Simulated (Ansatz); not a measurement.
# Cs on Al(111): change of the work function, part 2 of 3

Wanted: Δφ(θ) for Cs/Al(111), starting from the fcc site.

Ansatz 0.2.0; plane-wave DFT, PBE, Ansatz PAW.

So far, work function, upper face (eV): step 2 (the clean slab) 4.02.

### Step 3. The covered slab, k-mesh 6×6×1, coverage 0.25 ML

System of this step: Cs/Al(111). The cell holds 17 atoms: 16 Al and 1 Cs. Cell: a = 5.728 Å, b = 5.728 Å, c = 28.334 Å, α = 90.0°, β = 90.0°, γ = 60.0°. Vacuum lies along c.

The clean slab as it ended is repeated in the plane and the adsorbate is set on one face; the cell's size fixes the coverage, and the k-mesh shrinks with it to keep the sampling density about even. Adsorbate and upper layers relax, since the dipole depends on the height.

The input, input.yaml:

```yaml
crystal:
  lattice:
    - [5.7275649276, 0.0, 0.0]
    - [2.8637824638, 4.9602167292, 0.0]
    - [0.0, 0.0, 28.333914194]
  atoms:
    - { symbol: Al, position: [0.0, 0.0, 0.3176405469] }
    - { symbol: Al, position: [0.1666666667, 0.1666666667, 0.4001659817] }
    - { symbol: Al, position: [0.3333333333, 0.3333333333, 0.4808357789] }
    - { symbol: Al, position: [0.0, 0.0, 0.5631947678] }
    - { symbol: Al, position: [0.0, 0.5, 0.3176405469] }
    - { symbol: Al, position: [0.1666666667, 0.6666666667, 0.4001659817] }
    - { symbol: Al, position: [0.3333333333, 0.8333333333, 0.4808357789] }
    - { symbol: Al, position: [0.0, 0.5, 0.5631947678] }
    - { symbol: Al, position: [0.5, 0.0, 0.3176405469] }
    - { symbol: Al, position: [0.6666666667, 0.1666666667, 0.4001659817] }
    - { symbol: Al, position: [0.8333333333, 0.3333333333, 0.4808357789] }
    - { symbol: Al, position: [0.5, 0.0, 0.5631947678] }
    - { symbol: Al, position: [0.5, 0.5, 0.3176405469] }
    - { symbol: Al, position: [0.6666666667, 0.6666666667, 0.4001659817] }
    - { symbol: Al, position: [0.8333333333, 0.8333333333, 0.4808357789] }
    - { symbol: Al, position: [0.5, 0.5, 0.5631947678] }
    - { symbol: Cs, position: [0.1666666667, 0.1666666667, 0.6823594531] }
kpoints:
  mp_grid: { grid: [6, 6, 1] }
hamiltonian:
  xc: pbe
scf:
  occupations: { method: fermi_dirac, width: 0.1 }
  convergence: { dr2_threshold: 1.0e-08 }
efield:
  axis: 3
  dipole_correction: true
  ramp_position: 0.97
  ramp_width: 0.06
relax:
  f_tol: 0.02
  max_steps: 60
  constraints: [{ sites: [0, 1, 4, 5, 8, 9, 12, 13] }]
output:
  dos: { projected: true, e_range: [-8, 4] }
  write_potential: true
  write_density: true
  volumetric_format: npy
  elf: true
```

On the command line:

```console
$ ansatz run input.yaml --threads 2 --pin off --max-ram 3072MiB --backend cpu --events-out ev --progress --plain --runs-dir out
```

Numbers of over 12 decimals in the logs are rounded to 6 here.

Output:

```text
[...]
Crystal: 17 atoms, lattice volume = 804.965 Å³
Basis set: ecut = 420 eV, 15839 PW (Γ), exchange–correlation on 80×80×384 points (8 copies of the dense FFT grid, shifted against one another)
Bands: 46, of which v1, the nominal top of the filled ones, is band 29 counted from 1 (28 counted from 0)
Symmetry: 6 space group operations
[...]
k-points: 7 of 36 (time reversal used)
[...]
SCF iter   1: F=—  HF=-14268.581590 eV  |F-HF|=—  |Δ(HF+E_count)|=         —  Δρ=1.69e-3  dr2=4.64e-1  ethr=1.77e-3  p=0.363 e·Å  D=8.15e-2 V/Å  ΔV_dip=-2.31 eV  dr2_dipole=2.37e-1  V_vac-E_F(+/−)=1.67/3.98 eV  ⟨swp⟩=18.9  Hψ=3191  notcnv=0  defer=2
[...]
SCF iter   9: F=-14268.544440 eV  HF=-14268.544440 eV  |F-HF|=5.90e-9  |Δ(HF+E_count)|=   2.62e-8  Δρ=5.33e-7  dr2=9.90e-9  ethr=1.75e-11  p=0.328 e·Å  D=7.37e-2 V/Å  ΔV_dip=-2.09 eV  dr2_dipole=7.12e-11  V_vac-E_F(+/−)=1.94/4.03 eV  ⟨swp⟩=12.4  Hψ=2782  notcnv=0
SCF 1 converged in 9 iterations: F = -14268.544440 eV  dr2 = 9.90e-9
[...]
relax step   1: F+E_penalty+E_count = -14268.54443992 eV  Δ(F+E_penalty+E_count) = +0.000e0 eV  max|allowed force component| = 1.753e-1 eV/Å  Δτ_max = 0.0000 Å  (9 SCF iters, accepted)
[...]
SCF iter   1: F=—  HF=-14268.556323 eV  |F-HF|=—  |Δ(HF+E_count)|=         —  Δρ=4.10e-4  dr2=5.30e-3  ethr=6.63e-6  p=0.328 e·Å  D=7.37e-2 V/Å  ΔV_dip=-2.09 eV  dr2_dipole=1.95e-4  V_vac-E_F(+/−)=1.94/4.03 eV  ⟨swp⟩=2.9  Hψ=1129  notcnv=0
[...]
eigensolver tolerance schedule calibrated: the retry pair's looser diagonalisation under-reported the residual by θ = 0.29 (0.11/decade); ethr = c·dr2/N_el runs at the constant in force after the calibration composes with the one it found (an armed cap, an earlier calibration), c = 8.6e-2
[...]
SCF iter   2: F=—  HF=-14268.555396 eV  |F-HF|=—  |Δ(HF+E_count)|=   9.28e-4  Δρ=1.94e-4  dr2=7.29e-4  ethr=6.63e-6  p=0.329 e·Å  D=7.39e-2 V/Å  ΔV_dip=-2.10 eV  dr2_dipole=4.09e-5  V_vac-E_F(+/−)=1.93/4.03 eV  ⟨swp⟩=2.3  Hψ=478  notcnv=0
[...]
SCF iter   7: F=-14268.555436 eV  HF=-14268.555436 eV  |F-HF|=2.94e-9  |Δ(HF+E_count)|=   2.68e-8  Δρ=4.51e-7  dr2=5.36e-9  ethr=1.51e-11  p=0.330 e·Å  D=7.41e-2 V/Å  ΔV_dip=-2.10 eV  dr2_dipole=1.06e-9  V_vac-E_F(+/−)=1.93/4.03 eV  ⟨swp⟩=8.9  Hψ=2301  notcnv=0
SCF 2 converged in 7 iterations: F = -14268.555436 eV  dr2 = 5.36e-9
relax step   2: F+E_penalty+E_count = -14268.55543608 eV  Δ(F+E_penalty+E_count) = -1.100e-2 eV  max|allowed force component| = 7.988e-2 eV/Å  Δτ_max = 0.0548 Å  (7 SCF iters, accepted)
SCF iter   1: F=—  HF=-14268.559618 eV  |F-HF|=—  |Δ(HF+E_count)|=         —  Δρ=3.31e-4  dr2=2.77e-3  ethr=8.50e-5  p=0.330 e·Å  D=7.41e-2 V/Å  ΔV_dip=-2.10 eV  dr2_dipole=5.77e-4  V_vac-E_F(+/−)=1.93/4.03 eV  ⟨swp⟩=3.4  Hψ=826  notcnv=0
[...]
SCF iter   9: F=-14268.559364 eV  HF=-14268.559364 eV  |F-HF|=4.00e-9  |Δ(HF+E_count)|=  3.07e-10  Δρ=1.15e-7  dr2=2.40e-9  ethr=1.75e-11  p=0.334 e·Å  D=7.51e-2 V/Å  ΔV_dip=-2.13 eV  dr2_dipole=2.17e-9  V_vac-E_F(+/−)=1.90/4.03 eV  ⟨swp⟩=8.7  Hψ=1824  notcnv=0
SCF 3 converged in 9 iterations: F = -14268.559364 eV  dr2 = 2.40e-9
relax step   3: F+E_penalty+E_count = -14268.55936390 eV  Δ(F+E_penalty+E_count) = -3.928e-3 eV  max|allowed force component| = 2.559e-2 eV/Å  Δτ_max = 0.0509 Å  (9 SCF iters, accepted)
SCF iter   1: F=—  HF=-14268.559530 eV  |F-HF|=—  |Δ(HF+E_count)|=         —  Δρ=7.20e-5  dr2=2.62e-4  ethr=2.49e-6  p=0.334 e·Å  D=7.51e-2 V/Å  ΔV_dip=-2.13 eV  dr2_dipole=4.27e-7  V_vac-E_F(+/−)=1.90/4.03 eV  ⟨swp⟩=2.7  Hψ=755  notcnv=0
[...]
SCF iter   6: F=-14268.559609 eV  HF=-14268.559609 eV  |F-HF|=2.83e-9  |Δ(HF+E_count)|=   2.01e-9  Δρ=1.90e-7  dr2=2.80e-9  ethr=1.75e-11  p=0.335 e·Å  D=7.54e-2 V/Å  ΔV_dip=-2.14 eV  dr2_dipole=1.59e-9  V_vac-E_F(+/−)=1.89/4.03 eV  ⟨swp⟩=9.0  Hψ=2259  notcnv=0
SCF 4 converged in 6 iterations: F = -14268.559609 eV  dr2 = 2.80e-9
relax step   4: F+E_penalty+E_count = -14268.55960873 eV  Δ(F+E_penalty+E_count) = -2.448e-4 eV  max|allowed force component| = 7.429e-3 eV/Å  Δτ_max = 0.0151 Å  (6 SCF iters, accepted)
NSCF: frozen V_eff on 7 k-points
[...]
WARN: The output density's exchange-correlation potential varies sharply where the density is thin. Do not read a vacuum level from v_tot or v_xc, or from such a field of the output density. On a cell that repeats whose density bears no net charge and no dipole along the vacuum's axis use v_es (v_loc + v_h of the components); under efield.dipole_correction with no amplitude use v_es + v_field, which holds any externa [...]
SCF converged after 6 iterations
Free energy (F): -14268.559609 eV
[...]
Internal energy: -14268.301215 eV  (E = F + TS)
E sigma→0 (E₀):  -14268.430412 eV
Entropy (-TS):   -0.258394 eV (-15.200 meV/atom)
Fermi energy:    1.335591 eV
Dipole field:    D = 0.075395 V/Å  (p = 0.335396 e·Å, saw-weighted, corrected)
Work function:   Φ+ = 1.8911 eV   Φ− = 4.0275 eV
[...]
--- Forces (eV/Å), atoms counted from 1 ---
  atom   1  Al     0.01418586     0.00819021    -0.00084079
  atom   2  Al     0.00000000    -0.00000000     0.00222133
  atom   3  Al     0.00006031     0.00003482    -0.00113560
  atom   4  Al    -0.00001428    -0.00000824     0.00257811
  atom   5  Al     0.00000000    -0.01638042    -0.00084079
  atom   6  Al    -0.00204783     0.00118231    -0.00752442
  atom   7  Al     0.00000000    -0.00006964    -0.00113560
  atom   8  Al     0.00000000     0.00001648     0.00257811
  atom   9  Al    -0.01418586     0.00819021    -0.00084079
  atom  10  Al    -0.00000000    -0.00236463    -0.00752442
  atom  11  Al    -0.00006031     0.00003482    -0.00113560
  atom  12  Al     0.00001428    -0.00000824     0.00257811
  atom  13  Al     0.00000000    -0.00000000     0.02553760
  atom  14  Al     0.00204783     0.00118231    -0.00752442
  atom  15  Al    -0.00000000     0.00000000    -0.00082307
  atom  16  Al     0.00000000     0.00000000     0.00122636
  atom  17  Cs     0.00000000    -0.00000000    -0.00742876
  max |Σ_I F_I| component: 3.47e-5 eV/Å
--- Band table (eV; the first three rows and the last of 7) ---
  k-point 0: bands = [... 25 lower, -0.6570, -0.6570, 0.4412, 1.1419, 1.1419, 1.1880, 1.3202, 1.3798, ... 13 higher]
  k-point 1: bands = [... 25 lower, 0.1181, 0.1280, 0.5665, 0.5789, 0.6520, 1.1238, 1.4680, 1.7574, ... 13 higher]
  k-point 2: bands = [... 25 lower, 0.3104, 0.9102, 1.1548, 1.5487, 1.5498, 1.8680, 1.9636, 2.1222, ... 13 higher]
  k-point 6: bands = [... 25 lower, 0.6609, 0.6936, 1.6114, 2.2066, 2.2670, 2.4376, 2.6703, 2.7470, ... 13 higher]
--- Relaxed structure (4 steps of the walk, 4 accepted, 0 SCFs on fresh bases) ---
  F+E_penalty+E_count = -14268.55960873 eV   max|allowed force component| = 7.429e-3 eV/Å
  atoms:
    - { symbol: Al, position: [-1.7959490104491815e-17, -1.7959490104491818e-17, 0.317641] }
    - { symbol: Al, position: [0.166667, 0.166667, 0.4001659817] }
    - { symbol: Al, position: [0.334404, 0.334404, 0.481074] }
    - { symbol: Al, position: [-0.00107748, -0.00107748, 0.562091] }
    - { symbol: Al, position: [0.0, 0.500000, 0.317641] }
    - { symbol: Al, position: [0.166667, 0.666667, 0.4001659817] }
    - { symbol: Al, position: [0.334404, 0.831191, 0.481074] }
    - { symbol: Al, position: [-0.00107748, 0.502155, 0.562091] }
    - { symbol: Al, position: [0.500000, -1.7959490104491818e-17, 0.317641] }
    - { symbol: Al, position: [0.666667, 0.166667, 0.4001659817] }
    - { symbol: Al, position: [0.831191, 0.334404, 0.481074] }
    - { symbol: Al, position: [0.502155, -0.00107748, 0.562091] }
    - { symbol: Al, position: [0.500000, 0.500000, 0.317641] }
    - { symbol: Al, position: [0.666667, 0.666667, 0.4001659817] }
    - { symbol: Al, position: [0.833333, 0.833333, 0.480628] }
    - { symbol: Al, position: [0.500000, 0.500000, 0.567024] }
    - { symbol: Cs, position: [0.166667, 0.166667, 0.679485] }
```

Run time: 56 s. Hardware: 2 threads of Arm Neoverse V1, shared host; peak memory 0.96 GiB; 1.8 min of CPU time.

Step by step:

| step | energy less that of the first step (eV) | largest force component (eV/Å) |
| --- | --- | --- |
| 1 | 0.0000 | 0.1753 |
| 2 | -0.0110 | 0.0799 |
| 3 | -0.0149 | 0.0256 |
| 4 | -0.0152 | 0.0074 |

Forces are held to the 6 operations that the run works with; a distortion that breaks them can't arise in this run.

The atoms that moved most (Å):

| atom | dx | dy | dz | length |
| --- | --- | --- | --- | --- |
| Al16 | 0.000 | 0.000 | 0.108 | 0.108 |
| Cs17 | 0.000 | 0.000 | -0.081 | 0.081 |
| Al4 | -0.009 | -0.005 | -0.031 | 0.033 |
| Al8 | 0.000 | 0.011 | -0.031 | 0.033 |
| Al12 | 0.009 | -0.005 | -0.031 | 0.033 |
| Al11 | -0.009 | 0.005 | 0.007 | 0.013 |
| Al7 | 0.000 | -0.011 | 0.007 | 0.013 |
| Al3 | 0.009 | 0.005 | 0.007 | 0.013 |

This step gave:

- energy at zero smearing: -14268.4304 eV
- work function, upper face: 1.891 eV
- work function, lower face: 4.027 eV
- dipole along the normal: 0.3354 e·Å
- step between the vacuum levels: -2.136 eV

Running mean over 2.338 Å of the planar mean; the ramp of the sawtooth is left out. Table of electron's electrostatic potential energy less the Fermi level by z:

| z (Å) | electron's electrostatic potential energy less the Fermi level (eV) |
| --- | --- |
| 4 | 4.03 |
| 5 | 4.02 |
| 6 | 3.93 |
| 7 | 2.92 |
| 8 | -1.36 |
| 9 | -4.40 |
| 10 | -4.57 |
| 11 | -4.60 |
| 12 | -4.76 |
| 13 | -4.75 |
| 14 | -4.62 |
| 15 | -4.59 |
| 16 | -4.36 |
| 17 | -1.66 |
| 18 | 0.181 |
| 19 | -1.56 |
| 20 | -1.34 |
| 21 | 0.591 |
| 22 | 1.56 |
| 23 | 1.79 |
| 24 | 1.86 |
| 25 | 1.88 |

The density of states has structure finer than the step of the table below, so its rows give means over 0.25 eV, whole bins alone (the curve runs from -8 to 1.98 eV). Peaks (eV: height): -4.690: 18.2, -3.820: 13.9, -3.730: 13.3, -2.890: 15.1, -1.500: 15.3, 0.990: 14.4, 1.710: 23.4.

The density of states by energy, zero at the Fermi level; means over each step:

| energy (eV) | density of states (states/eV a cell) |
| --- | --- |
| -7.75 | 4.54 |
| -7.50 | 4.59 |
| -7.25 | 3.19 |
| -7.00 | 2.88 |
| -6.75 | 2.66 |
| -6.50 | 5.60 |
| -6.25 | 4.61 |
| -6.00 | 4.71 |
| -5.75 | 3.04 |
| -5.50 | 4.53 |
| -5.25 | 3.35 |
| -5.00 | 5.95 |
| -4.75 | 9.60 |
| -4.50 | 2.82 |
| -4.25 | 2.46 |
| -4.00 | 3.87 |
| -3.75 | 9.52 |
| -3.50 | 4.59 |
| -3.25 | 6.05 |
| -3.00 | 7.01 |
| -2.75 | 5.45 |
| -2.50 | 7.05 |
| -2.25 | 7.58 |
| -2.00 | 3.61 |
| -1.75 | 6.43 |
| -1.50 | 7.40 |
| -1.25 | 5.47 |
| -1.00 | 6.40 |
| -0.75 | 7.23 |
| -0.50 | 9.15 |
| -0.25 | 7.62 |
| 0.00 | 7.42 |
| 0.25 | 8.93 |
| 0.50 | 10.4 |
| 0.75 | 9.09 |
| 1.00 | 9.88 |
| 1.25 | 9.17 |
| 1.50 | 9.31 |
| 1.75 | 10.4 |

Projected DOS per atom over height of the atomic layer and energy from the Fermi level. Layers: Al4 Al4 Al4 Al4 Cs from below.

Values in states/eV, 22 rows by 5 columns, each cell a mean:
```
0.44 0.31 0.34 0.45 0.31
0.38 0.38 0.40 0.38 0.26
0.50 0.43 0.40 0.56 0.79
0.54 0.41 0.41 0.59 1.06
0.46 0.35 0.35 0.47 0.59
0.54 0.40 0.42 0.59 0.41
0.36 0.38 0.38 0.40 0.08
0.42 0.36 0.36 0.45 0.02
0.35 0.25 0.25 0.37 0.00
0.49 0.41 0.40 0.50 0.04
0.38 0.45 0.45 0.40 0.04
0.33 0.27 0.27 0.33 0.04
0.48 0.42 0.42 0.50 0.02
0.18 0.19 0.20 0.18 0.01
0.37 0.38 0.38 0.39 0.02
0.38 0.30 0.30 0.39 0.02
0.23 0.21 0.21 0.23 0.02
0.26 0.27 0.27 0.26 0.02
0.29 0.34 0.34 0.29 0.01
0.16 0.18 0.18 0.16 0.01
0.20 0.25 0.25 0.20 0.01
0.24 0.29 0.29 0.24 0.03
```
Columns: height of the atomic layer (Å) from 9 to 19.3 (not evenly spaced); rows upwards: energy from the Fermi level (eV) from -7.96 to 1.95.

Valence density in the ca plane at fractional y = 0.167, with atoms of Al and Cs within 0.2 Å of it. It is the smooth field of the valence electrons, not physical close to the nuclei.

Values in units of 1e-1 e/Å³, 8 rows by 16 columns, each cell a mean:
```
1.8 1.9 1.8 1.9 2.1 2.0 2.0 1.2 0.5 1.8 1.2 0.1 0.0 0.0 0.0 0.0
1.9 1.8 1.9 2.0 1.9 1.7 2.0 1.1 0.3 0.2 0.1 0.0 0.0 0.0 0.0 0.0
1.9 1.1 1.6 2.0 1.6 1.3 1.8 1.0 0.2 0.1 0.1 0.0 0.0 0.0 0.0 0.0
1.9 1.8 1.9 2.0 1.9 1.6 2.0 1.1 0.3 0.2 0.1 0.0 0.0 0.0 0.0 0.0
1.8 1.9 1.8 1.9 2.1 2.0 2.0 1.2 0.5 1.5 1.0 0.1 0.0 0.0 0.0 0.0
1.9 1.8 1.9 2.0 1.9 1.7 2.0 1.2 1.9 8.6 6.4 0.5 0.0 0.0 0.0 0.0
1.9 1.1 1.6 1.9 1.6 1.3 1.7 1.0 3.6 6.4 8.1 0.9 0.0 0.0 0.0 0.0
1.9 1.8 1.9 2.0 1.9 1.6 2.0 1.1 2.1 8.9 6.8 0.5 0.0 0.0 0.0 0.0
```
Columns run along c (16.0 Å, from fractional 0.34 to 0.91 of the cell), rows up along a (5.7 Å). Atoms in or near the plane, at fractional coordinates: Al at (0.40, 0.17), Al at (0.40, 0.67), Cs at (0.68, 0.17).

ELF in the ca plane at fractional y = 0.167, with atoms of Al and Cs within 0.2 Å of it. It is the smooth field of the valence electrons, not physical close to the nuclei.

Ten even steps from '0' (0.01) to '9' (0.88), each cell a mean:
```
55566665555567666677741137898631000011000000
55566665555567666677752002343100000111000000
65665566666666556778752100000000011111000000
56641136766654335677643100000000112211000000
56621216766543234677643110000011222211000000
56630116766643334677643110000001122211000000
66653246666665445777653100000000011211000000
55566666566666666677752000121000001111000000
55566665555567766677751024676410000111000000
55566666566666666677641169999741000011000000
66653256666665445777621499889973000001000000
56620116766543234677521697228985100001000000
56621216766543224676511796007985100001000000
56641036766654335677521599559984100001000000
65665566666666556777630389999962000011000000
```
Columns run along c (16.0 Å, from fractional 0.34 to 0.91 of the cell), rows up along a (5.7 Å). Atoms in or near the plane, at fractional coordinates: Al at (0.40, 0.17), Al at (0.40, 0.67), Cs at (0.68, 0.17).

Electrostatic potential energy in the ca plane at fractional y = 0.167, with atoms of Al and Cs within 0.2 Å of it. With pseudopotentials it is smooth inside the atoms' cores, unlike the true potential.

Ten even steps from '0' (-21 eV) to '9' (4 eV), each cell a mean:
```
68887788874347875346899987557889999999999999
68887788874347875346899998888899999999999999
78863357876568887667999999999999999999999999
88622325888889998889999999999999999999999999
98425623799999999999999999999999999999999999
88524524898889999889999999999999999999999999
88742236887778987778999999999999999999999999
78876678875457886457899999989999999999999999
68988889864347875346899988778899999999999999
78876678875457886457899874224789999999999999
88742236887778988778999730000478999999999999
88524524898899999899998600000168999999999999
98425623799999999999998500000168999999999999
88622325888889998889998610000268999999999999
78863357886568887667999851002588999999999999
```
Columns run along c (16.0 Å, from fractional 0.34 to 0.91 of the cell; values clipped at the 3rd and 97th percentile), rows up along a (5.7 Å). Atoms in or near the plane, at fractional coordinates: Al at (0.40, 0.17), Al at (0.40, 0.67), Cs at (0.68, 0.17).

The relaxation took 4 steps and lowered the energy by 0.015 eV; the largest force on the free atoms ends at 0.0074 eV/Å.

By hand: a sheet of dipoles makes a step −p/(ε₀A) in the electron's potential. With e/ε₀ = 180.95 V·Å, p = 0.3354 e·Å and A = 28.41 Å², that is −180.95 × (0.3354) / 28.41 = -2.136 eV, and the two vacuum levels of the run differ by -2.136 eV.

The covered face has 1.89 eV, -2.13 eV against the clean one; the bare back face has moved by +0.01 eV, a measure of how thin the slab is.

(Part 2 of 3 ends here.)

[Logs are printed without paths, hosts, clocks, repeated set-up lines and the standing remarks that a program may print on its own settings, such as how far it seeks lower states.]

[Hosts, paths, dates, database ids (printed as entryN), source tags and the programs' standing remarks are cut or masked in the printed files.]

[Maps of the electrostatic potential energy from Ansatz leave out the sawtooth potential of an applied field or a dipole correction, so their vacuum need not be flat; planar profiles and work functions include it.]

[The density of states shown here was stored with 400 of the rows of the run's finer table, so its peaks can read low, often by over a quarter, or be missed, and its means over a window can be off by a tenth or more.]
